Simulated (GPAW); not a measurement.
The F K edge of atom 3 in CsMgF3 (Pm-3m), with 2 Mg at 2.13 Å (linear, site symmetry 4/mmm), was computed in 3 ways: full core hole (charged cell), half core hole and no core hole. Program and functional: GPAW, LDA, Gaussian full width 0.9 eV up to 4 eV, rising linearly to 3.5 eV at 25 eV; cells of 5 and 20 atoms (the run without a hole in the smaller).

Each run is counted from its own lowest empty level or Fermi level and scaled to a mean of 1 over its first 20 eV.

```tsv
E (eV)	run 1	run 2	run 3
-2.0	0.00	0.00	0.00
-1.5	0.00	0.00	0.00
-1.0	0.00	0.00	0.00
-0.5	0.00	0.00	0.00
0.0	0.01	0.00	0.01
0.5	0.05	0.03	0.04
1.0	0.10	0.11	0.12
1.5	0.34	0.27	0.79
2.0	1.21	0.58	2.09
2.5	1.55	1.18	1.75
3.0	1.42	1.33	1.94
3.5	1.76	1.16	2.59
4.0	1.67	0.95	2.19
4.5	2.07	1.51	1.79
5.0	2.44	2.68	1.90
5.5	2.07	2.68	1.65
6.0	1.77	1.80	1.46
6.5	1.54	1.31	1.23
7.0	1.12	1.30	0.80
7.5	1.00	1.47	0.72
8.0	1.18	1.57	0.85
8.5	1.21	1.62	0.87
9.0	1.08	1.54	0.80
9.5	0.88	1.24	0.69
10.0	0.68	0.95	0.59
10.5	0.61	0.78	0.55
11.0	0.66	0.68	0.60
11.5	0.70	0.62	0.64
12.0	0.66	0.63	0.61
12.5	0.63	0.70	0.59
13.0	0.66	0.80	0.62
13.5	0.72	0.86	0.70
14.0	0.76	0.86	0.76
14.5	0.76	0.81	0.79
15.0	0.74	0.73	0.79
15.5	0.71	0.65	0.78
16.0	0.70	0.61	0.78
16.5	0.72	0.62	0.82
17.0	0.76	0.67	0.87
17.5	0.82	0.73	0.93
18.0	0.89	0.80	0.98
18.5	0.94	0.85	0.98
19.0	0.95	0.88	0.94
19.5	0.92	0.87	0.88
20.0	0.86	0.85	0.82
20.5	0.80	0.80	0.78
21.0	0.76	0.76	0.77
21.5	0.75	0.74	0.80
22.0	0.78	0.74	0.87
22.5	0.84	0.78	0.96
23.0	0.92	0.84	1.05
23.5	1.01	0.91	1.14
24.0	1.08	0.99	1.19
24.5	1.13	1.04	1.22
25.0	1.15	1.07	1.20
25.5	1.12	1.06	1.14
26.0	1.06	1.01	1.05
26.5	0.98	0.94	0.95
27.0	0.89	0.86	0.85
27.5	0.80	0.78	0.76
28.0	0.72	0.73	0.70
28.5	0.68	0.69	0.68
29.0	0.65	0.67	0.67
29.5	0.65	0.67	0.69
30.0	0.66	0.67	0.73
30.5	0.69	0.67	0.78
31.0	0.74	0.68	0.84
```

Which run is which?

Run 1: half core hole (area from −2 to 6 eV 7.8, main maxima 2.4 eV (1.58), 3.6 eV (1.77), 5.0 eV (2.44) and 8.3 eV (1.22)). Run 2: no core hole (area from −2 to 6 eV 6.7, main maxima 2.8 eV (1.37), 5.2 eV (2.87), 8.6 eV (1.62) and 19.2 eV (0.88)). Run 3: full core hole (charged cell) (area from −2 to 6 eV 8.8, main maxima 2.1 eV (2.15), 3.6 eV (2.59), 5.0 eV (1.90) and 18.3 eV (0.99)). With each curve scaled to its own mean, the area from −2 to 6 eV with the hole is 8.8 against 6.7, and the centre of weight from −1 to 20 eV moves by -0.5 eV: the hole pulls the absorber's empty states down.

[Banner, clock and machine lines of the logs are left out without a mark of their own.]

[Logs are printed without paths, hosts, clocks, repeated set-up lines and the standing remarks that a program may print on its own settings, such as how far it seeks lower states.]

[Hosts, paths, dates, database ids (printed as entryN), source tags and the programs' standing remarks are cut or masked in the printed files.]

[Lists of maxima count a maximum above −3 eV only where it reaches 4 % of the highest in the window and stands out from its surroundings by 2 % of it (1.5 % where it reaches 55 %); shoulders and weaker maxima are passed over, and of the rest the first, up to two pre-edge ones and the few strongest are named.]
